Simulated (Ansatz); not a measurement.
**What NaTaS3 (model cell, started as cubic perovskite with Ta in the octahedra) distorts into**

Wanted: the energy along a soft mode of NaTaS3 (model cell, started as cubic perovskite with Ta in the octahedra) and the structure at the end.

Program: Ansatz 0.2.0. Level of theory: DFT PBE, scalar-relativistic, plane waves, PAW; PAW set soft_1. Results are calculated unless marked as measured.

Report form: the programs' logs are mostly left out.

The structure was built from a prototype and need not be the compound's stable phase.

## (1) The structure

The structure is cubic, space group Pm-3m (No. 221). Conventional cell: a = 4.834 Å, b = 4.834 Å, c = 4.834 Å, α = 90.00°, β = 90.00°, γ = 90.00°. Na has 12 S at 3.42 Å nearest. Nearest to Ta lie 6 S at 2.42 Å. Nearest to S lie 2 Ta at 2.42 Å and 4 Na at 3.42 Å. Farther neighbours and most contacts between anions are not listed.

## (2) Phonons on a q mesh

The cell comes from relaxations at this level that are not shown. Stability and thermal properties need the whole zone. Linear response on a 2×2×2 q mesh gives force constants as far as a supercell of that size would.

input.yaml

```yaml
crystal:
  lattice:
    - [4.8341712185, 0.0, 0.0]
    - [0.0, 4.8341712185, 0.0]
    - [0.0, 0.0, 4.8341712185]
  atoms:
    - { symbol: Na, position: [0.0, 0.0, 0.0] }
    - { symbol: Ta, position: [0.5, 0.5, 0.5] }
    - { symbol: S, position: [0.5, 0.5, 0.0] }
    - { symbol: S, position: [0.5, 0.0, 0.5] }
    - { symbol: S, position: [0.0, 0.5, 0.5] }
kpoints:
  mp_grid: { grid: [8, 8, 8] }
hamiltonian:
  xc: pbe
  pseudopotentials: { kind: paw, azcp: { folder: soft_1 } }
scf:
  occupations: { method: methfessel_paxton, width: 0.2 }
output:
  eigenvalues: true
phonons:
  method: dfpt
  qmesh: [2, 2, 2]
  temperatures: { t_max: 1000, t_step: 50 }
  qpath:
    path:
      - [[0.0, 0.0, 0.0], [0.0, 0.5, 0.0], [0.5, 0.5, 0.0], [0.0, 0.0, 0.0], [0.5, 0.5, 0.5], [0.0, 0.5, 0.0]]
      - [[0.5, 0.5, 0.5], [0.5, 0.5, 0.0]]
    npoints: 10
```

Run with:

```sh
ansatz run input.yaml --threads 4 --pin off --max-ram 16384MiB --backend cpu --events-out ev --progress --plain --runs-dir out
```

Elapsed: 3.6 min, on 4 threads of Arm Neoverse V1, shared host; peak memory 1.1 GiB.

This step gave:

```
volume per atom                                         : 22.59 Å³
gap on the k-mesh                                       : 0 eV
sum-rule residual before enforcement                    : 2.31e-5 eV/Å²
lowest frequency on the path                            : -143.0 cm⁻¹
point group                                             : m-3m
highest frequency on the path or at a solved wavevector : 493.0 cm⁻¹
highest optical mode at the zone centre (no LO-TO term) : 330.7 cm⁻¹
lowest optical zone-centre mode                         : -41.34 cm⁻¹
lowest mode on the q mesh (acoustic modes at Γ apart)   : -143.0 cm⁻¹
```

Frequencies (cm⁻¹) solved at each irreducible wavevector; negative means imaginary. Frequencies by wavevector, by row:

```csv
q in reciprocal lattice units,star,mode 1,mode 2,mode 3,mode 4,mode 13,mode 14,mode 15
0 0 0,1,-41.3,-41.3,-41.3,-31.8,330.7,330.7,330.7
0 0 -0.5,3,-33.5,-33.5,-29.5,-29.5,324.9,324.9,432.5
0 -0.5 -0.5,3,-108.3,-36.9,-25.9,-22.2,208.1,319,467.5
-0.5 -0.5 -0.5,1,-143,-143,-108.6,-108.6,205,205,493
```

Interpolated from a 2×2×2 q mesh. The phonon branches at the labelled points (cm⁻¹):

```csv
point,branch 1,branch 2,branch 3,branch 4,branch 12,branch 13,branch 14,branch 15
Γ,-41,-41,-41,-32,91,331,331,331
halfway,-36,-36,-25,-25,139,328,328,380
X,-34,-34,-30,-30,194,325,325,432
halfway,-47,-33,-30,-29,202,263,322,451
M,-108,-37,-26,-22,183,208,319,468
halfway,-33,-30,-29,-23,175,295,326,418
Γ,-41,-41,-41,-32,91,331,331,331
halfway,-38,-38,-33,-12,180,271,271,451
R,-143,-143,-109,-109,205,205,205,493
halfway,-56,-39,-32,-26,204,221,242,474
X,-34,-34,-30,-30,194,325,325,432
jump to R,-143,-143,-109,-109,205,205,205,493
halfway,-108,-44,-44,-23,196,196,207,487
M,-108,-37,-26,-22,183,208,319,468
```

Symmetry leaves 4 wavevectors to solve. The lowest mode among them, the acoustic zeros apart, lies at q = (-0.5, -0.5, -0.5) and is imaginary, 143.0i cm⁻¹, so the energy falls along it.

## (3) The mode frozen in, largest atomic shift 0 Å

The mode followed lies at q = (-0.5, -0.5, -0.5) with frequency 143.0i cm⁻¹ and is 2-fold degenerate, the softest among the wavevectors solved. At small amplitude the distorted cell has space group no. 69 by a symmetry search on the positions. The undistorted cell that holds it gives the zero of energy on the same k mesh.

System of this step: NaTaS3 (model cell, started as cubic perovskite with Ta in the octahedra). Symmetry: Pm-3m, No. 221, cubic system. The conventional cell has a = 4.834 Å, b = 4.834 Å, c = 4.834 Å, α = 90.00°, β = 90.00°, γ = 90.00°. Nearest to Na lie 12 S at 3.42 Å. Nearest to Ta lie 6 S at 2.42 Å. Nearest to S lie 2 Ta at 2.42 Å and 4 Na at 3.42 Å. Farther neighbours and most contacts between anions are not listed.

input.yaml, the sections that differ from step 2:

```yaml
crystal:
  lattice:
    - [4.8341712185, 4.8341712185, 0.0]
    - [4.8341712185, 0.0, 4.8341712185]
    - [4.8341712185, 0.0, -4.8341712185]
  atoms:
    - { symbol: Na, position: [0.0, 0.0, 0.0] }
    - { symbol: Na, position: [0.0, 0.5, 0.5] }
    - { symbol: Ta, position: [0.5, 0.25, 0.75] }
    - { symbol: Ta, position: [0.5, 0.75, 0.25] }
    - { symbol: S, position: [0.5, 0.0, 0.0] }
    - { symbol: S, position: [0.5, 0.5, 0.5] }
    - { symbol: S, position: [0.0, 0.5, 0.0] }
    - { symbol: S, position: [0.0, 0.0, 0.5] }
    - { symbol: S, position: [0.5, 0.0, 0.5] }
    - { symbol: S, position: [0.5, 0.5, 0.0] }
output:
  forces: true
  stress: true
  eigenvalues: true
# kpoints, hamiltonian, scf: as in step 2
# phonons: removed
```

It took 6.5 s on 4 threads; peak memory 0.71 GiB.

This step gave:

* pressure: -0.08120 GPa
* gap on the k-mesh: 0.01873 eV
* energy from the undistorted cell: 0 meV/atom

The run ends at a pressure of -0.08 GPa.

## (4) The mode frozen in, largest atomic shift 0.04 Å

The atoms are moved along the unstable eigenvector, the largest shift by 0.04 Å, with the cell fixed.

input.yaml, the sections that differ from step 3:

```yaml
crystal:
  lattice:
    - [4.8341712185, 4.8341712185, 0.0]
    - [4.8341712185, 0.0, 4.8341712185]
    - [4.8341712185, 0.0, -4.8341712185]
  atoms:
    - { symbol: Na, position: [0.0, 0.0, 0.0] }
    - { symbol: Na, position: [0.0, 0.5, 0.5] }
    - { symbol: Ta, position: [0.5, 0.25, 0.75] }
    - { symbol: Ta, position: [0.5, 0.75, 0.25] }
    - { symbol: S, position: [0.5, 0.0023345679, -0.0023345679] }
    - { symbol: S, position: [0.5, 0.4976654321, 0.5023345679] }
    - { symbol: S, position: [-0.0082744277, 0.5041372138, 0.0041372138] }
    - { symbol: S, position: [0.0082744277, -0.0041372138, 0.4958627862] }
    - { symbol: S, position: [0.5, 0.0018026459, 0.5018026459] }
    - { symbol: S, position: [0.5, 0.4981973541, -0.0018026459] }
# kpoints, hamiltonian, scf, output: as in step 3
```

Run time: 23 s. Hardware: 4 threads; peak memory 1.1 GiB.

This step gave:

| Property | Result |
| --- | --- |
| pressure | 0.01491 GPa |
| gap on the k-mesh | 0.03046 eV |
| energy from the undistorted cell | -0.964 meV/atom |

The energy, extrapolated to zero smearing, is -0.96 meV/atom against the undistorted cell.

The run ends at a pressure of 0.01 GPa, with forces up to 0.043 eV/Å.

## (5) Energy along the mode, all amplitudes (two of the runs are shown above)

An imaginary frequency means negative curvature, so the energy should fall and then rise again as anharmonic terms take over.

Numbers from this step:

| Item | Value |
| --- | --- |
| depth at the lowest point sampled | 0.964 meV/atom |
| largest atomic shift at that point | 0.04 Å |

Energy from the parent against largest atomic shift:

```csv
largest atomic shift (Å),energy from the parent (meV/atom)
0.0000,0
0.0400,-0.964
0.0800,0.133
0.1400,14.4
```

Displacement at unit largest shift by atom:

```csv
atom,x (Å),y (Å),z (Å),size
Na1,0.00,0.00,0.00,0.00
Na2,0.00,0.00,0.00,0.00
Ta3,0.00,0.00,0.00,0.00
Ta4,0.00,0.00,0.00,0.00
S5,0.00,0.00,0.56,0.56
S6,0.00,0.00,-0.56,0.56
S7,0.00,-1.00,0.00,1.00
S8,0.00,1.00,0.00,1.00
S9,0.44,0.00,0.00,0.44
S10,-0.44,0.00,0.00,0.44
```

The lowest of the steps tried is at 0.04 Å, 0.964 meV/atom below the parent; the bottom of the well need not coincide with a step.

## (6) Relaxing from the distorted cell

Starting from the lowest point found, all atoms and the cell are let go, so that strain and other modes of the same symmetry can join in.

Edit input.yaml of step 4 so:

```diff
@@ -27 +27,6 @@
   eigenvalues: true
+relax:
+  adjacent_minimum: "off"
+  f_tol: 0.002
+  max_steps: 120
+  cell: { stress_tol: 0.03 }
```

The job ended after 6.2 min (4 threads; peak memory 1.1 GiB).

The steps of the relaxation:

```csv
step,energy less that of the first step (eV),largest force component (eV/Å),pressure (GPa),volume (Å³)
1,0.0000,0.0427,0.01,225.94
2,-0.0003,0.0346,0.00,226.03
3,-0.0006,0.0297,0.05,226.04
4,-0.0007,0.0126,-0.02,226.18
5,-0.0007,0.0236,0.00,226.12
6,-0.0007,0.0024,0.01,226.11
7,-0.0007,0.0033,0.00,226.12
8,-0.0007,0.0062,-0.01,226.16
9,-0.0007,0.0230,-0.06,226.33
10,-0.0008,0.0198,-0.06,226.33
11,0.0002,0.0531,-0.06,226.13
12,-0.0008,0.0176,-0.04,226.20
13,0.1576,1.4362,1.95,224.03
14,0.0218,0.3373,0.99,224.23
15,-0.0009,0.0109,-0.02,226.18
16,-0.0008,0.0093,0.00,226.15
17,-0.0010,0.0004,0.00,226.15
18*,-0.0010,0.0004,0.00,226.15
```

Relaxation steps marked * repeat the geometry before them on a plane-wave basis chosen anew for their cell, so energy and pressure can jump there. Relaxation steps 5, 11, 13, 14, 16 were tried and not accepted.

The run keeps the 8 symmetry operations that it works with, so distortions that break them were not tested.

```csv
cell as run,before,after,change
a (Å),6.837,6.837,+0.0 %
b (Å),6.837,6.837,+0.0 %
c (Å),6.837,6.837,+0.0 %
α (°),90.00,90.07,+0.1 %
β (°),60.00,60.04,+0.1 %
γ (°),60.00,60.04,+0.1 %
volume (Å³/atom),22.59,22.62,+0.1 %
```

The atoms that moved most (Å, as changes of fractional coordinates times the final cell):

```csv
atom,dx,dy,dz,length
S5,0.000,0.000,0.022,0.022
S6,0.000,0.000,-0.022,0.022
S9,-0.017,0.000,0.000,0.017
S10,0.017,0.000,0.000,0.017
```

This step gave:

- pressure: -7.54e-4 GPa
- volume per atom: 22.62 Å³
- gap on the k-mesh: 0.1411 eV

The distorted start has space group Fmmm; the relaxation ends in I4/mcm.

## (7) The new phase in its own primitive cell

The relaxed structure is symmetrised, reduced to its primitive cell and relaxed tightly, as its phonons need.

input.yaml

```yaml
crystal:
  lattice:
    - [-3.4207385891, 3.4207385891, 4.8316728735]
    - [3.4207385891, -3.4207385891, 4.8316728735]
    - [3.4207385891, 3.4207385891, -4.8316728735]
  atoms:
    - { symbol: Na, position: [0.75, 0.75, 0.0] }
    - { symbol: Na, position: [0.25, 0.25, 0.0] }
    - { symbol: Ta, position: [0.5, 0.0, 0.5] }
    - { symbol: Ta, position: [0.0, 0.5, 0.5] }
    - { symbol: S, position: [0.7454285864, 0.7545714136, 0.5] }
    - { symbol: S, position: [0.2545714136, 0.2454285864, 0.5] }
    - { symbol: S, position: [0.2454285864, 0.7454285864, 0.9908571728] }
    - { symbol: S, position: [0.7545714136, 0.2545714136, 0.0091428272] }
    - { symbol: S, position: [0.75, 0.25, 0.5] }
    - { symbol: S, position: [0.25, 0.75, 0.5] }
kpoints:
  mp_grid: { grid: [6, 6, 6] }
hamiltonian:
  xc: pbe
  pseudopotentials: { kind: paw, azcp: { folder: soft_1 } }
scf:
  occupations: { method: methfessel_paxton, width: 0.2 }
output:
  forces: true
  stress: true
  eigenvalues: true
relax:
  adjacent_minimum: "off"
  f_tol: 0.001
  max_steps: 60
  cell: { stress_tol: 0.01 }
```

It took 29 s on 4 threads; peak memory 0.76 GiB; 1.9 min of CPU time.

Little changed from the start: no atom moved by 0.005 Å and no cell edge by 0.1 %.

This step gave:

```yaml
pressure: -3.87e-4 GPa
volume_per_atom: 22.63 Å³
gap_on_the_k_mesh: 0.1937 eV
direct_gap_on_mesh: 0.2230 eV
```

The largest force component left is 0.044 meV/Å and the pressure is 0.000 GPa, within the tolerances set. The cell now holds 22.63 Å³/atom.

## (8) Modes of the new phase, k-mesh 6×6×6

A relaxed structure may still be a saddle point, so its zone-centre modes are computed. No field response is asked.

input.yaml

```yaml
crystal:
  lattice:
    - [-3.4213382391, 3.4213382391, 4.8329634625]
    - [3.4213382391, -3.4213382391, 4.8329634625]
    - [3.4213382391, 3.4213382391, -4.8329634625]
  atoms:
    - { symbol: Na, position: [0.75, 0.75, 0.0] }
    - { symbol: Na, position: [0.25, 0.25, 0.0] }
    - { symbol: Ta, position: [0.5, 0.0, 0.5] }
    - { symbol: Ta, position: [0.0, 0.5, 0.5] }
    - { symbol: S, position: [0.7452134793, 0.7547865207, 0.5] }
    - { symbol: S, position: [0.2547865207, 0.2452134793, 0.5] }
    - { symbol: S, position: [0.2452134793, 0.7452134793, 0.9904269586] }
    - { symbol: S, position: [0.7547865207, 0.2547865207, 0.0095730414] }
    - { symbol: S, position: [0.75, 0.25, 0.5] }
    - { symbol: S, position: [0.25, 0.75, 0.5] }
kpoints:
  mp_grid: { grid: [6, 6, 6] }
hamiltonian:
  xc: pbe
  pseudopotentials: { kind: paw, azcp: { folder: soft_1 } }
scf:
  occupations: { method: methfessel_paxton, width: 0.2 }
output:
  eigenvalues: true
phonons:
  method: dfpt
```

It took 6.6 min on 4 threads; peak memory 3.7 GiB.

This step gave:

| Quantity | Value |
| --- | --- |
| sum-rule residual before enforcement | 1.20e-4 eV/Å² |
| point group | 4/mmm |
| highest optical mode at the zone centre (no LO-TO term) | 492.9 cm⁻¹ |
| lowest optical zone-centre mode | -102.7 cm⁻¹ |

Patterns of degenerate modes are one choice out of their space. The modes at Γ (shares of kinetic energy by element, %) (negative means imaginary):

```csv
mode,frequency (cm⁻¹),symmetry,Na %,Ta %,S %
1,-102.7,Eg,0,0,100
2,-102.7,Eg,0,0,100
3,-97.8,B1g,0,0,100
4,-39.5,Eu,91,2,7
5,-39.5,Eu,91,2,7
6,-38.8,A2u,89,1,10
7,-20.0,Eg,100,0,0
8,-20.0,Eg,100,0,0
9,-17.9,A2g,100,0,0
10,0.0,acoustic,8,60,32
11,0.0,acoustic,8,60,32
12,0.0,acoustic,8,60,32
13,20.5,A2u,4,37,59
14,41.6,Eu,1,41,58
15,41.6,Eu,1,41,58
16,86.7,B2g,0,0,100
17,95.8,Eu,0,0,100
18,95.8,Eu,0,0,100
19,97.0,B1u,0,0,100
20,162.9,B1u,0,100,0
21,163.6,Eu,0,92,8
22,163.6,Eu,0,92,8
23,205.4,A2g,0,0,100
24,207.1,Eg,0,0,100
25,207.1,Eg,0,0,100
26,239.8,A1g,0,0,100
27,332.6,A2u,0,1,99
28,339.9,Eu,0,4,96
29,339.9,Eu,0,4,96
30,492.9,B2g,0,0,100
```

Displacements in mode 1 (-102.7 cm⁻¹), the largest set to 1:
```
Na1  0.01  0.00  0.00
Na2 -0.01  0.00  0.00
Ta3  0.00  0.00  0.00
Ta4  0.00  0.00  0.00
S5   0.00  0.00 -0.81
S6   0.00  0.00  0.81
S7   0.00  0.00 -0.60
S8   0.00  0.00  0.60
S9  -1.00  0.15  0.00
S10  1.00 -0.15  0.00
```

Displacements in mode 30 (492.9 cm⁻¹), the largest set to 1:
```
Na1  0.00  0.00  0.00
Na2  0.00  0.00  0.00
Ta3  0.00  0.00  0.00
Ta4  0.00  0.00  0.00
S5  -0.71  0.71  0.00
S6   0.71 -0.71  0.00
S7  -0.71 -0.71  0.00
S8   0.71  0.71  0.00
S9   0.00  0.00  1.00
S10  0.00  0.00 -1.00
```

Before it was imposed, the acoustic sum rule was missed by 1.2e-4 eV/Å². Small misses are needed for a sound result but don't prove that mesh and cutoff are converged. The lowest optical mode is imaginary, 102.7i cm⁻¹, so the energy falls along it.

## (9) Results

* unstable mode of the parent: q = (-0.5, -0.5, -0.5), 143i cm⁻¹
* depth at the lowest point sampled: 0.964 meV/atom
* largest atomic shift at that point: 0.04 Å
* space group reached (within 0.01 Å): I4/mcm
* energy gained over the parent (first relaxation, on the mesh of the frozen mode): 1.20 meV/atom
* volume per atom, phase reached: 22.6 Å³
* gap on the k-mesh, phase reached: 0.194 eV
* lowest optical zone-centre mode, phase reached: -103 cm⁻¹
* highest optical mode at the zone centre (no LO-TO term), phase reached: 493 cm⁻¹

What this shows: Along this mode the structure falls into I4/mcm, 1.20 meV/atom below the parent. At the parent's cell the well is 0.964 meV/atom deep on the steps tried, with its lowest point at a shift of 0.04 Å. Relaxing atoms and cell changes the gain by +0.23 meV/atom against the lowest step (energies at zero smearing). The new phase still has an imaginary mode at the zone centre of its cell, so it is a saddle point on the way to a lower structure. How so shallow a well moves with the k mesh was not tested. Of the 6 patterns followed to their end from this parent, this one ends 78.3 meV/atom above the lowest, Imma. Another end point lies within 1 meV/atom; how such a difference moves with mesh and cutoff was not tested. Each path keeps the symmetry of its pattern, so a lower phase may lie along a pattern not tried. With no gap, or one that is small against the smearing, the frequencies hang on the k mesh and the smearing, most of all near Kohn anomalies. Spin-orbit coupling is left out, which can matter for the heavy elements here. A phonon run warned that its eigensolver left some bands unconverged in a pass. The starting cell was built on a prototype and not taken from a measurement, so the phase need not exist.

[Logs are printed without paths, hosts, clocks, repeated set-up lines and the standing remarks that a program may print on its own settings, such as how far it seeks lower states.]

[Hosts, paths, dates, database ids (printed as entryN), source tags and the programs' standing remarks are cut or masked in the printed files.]
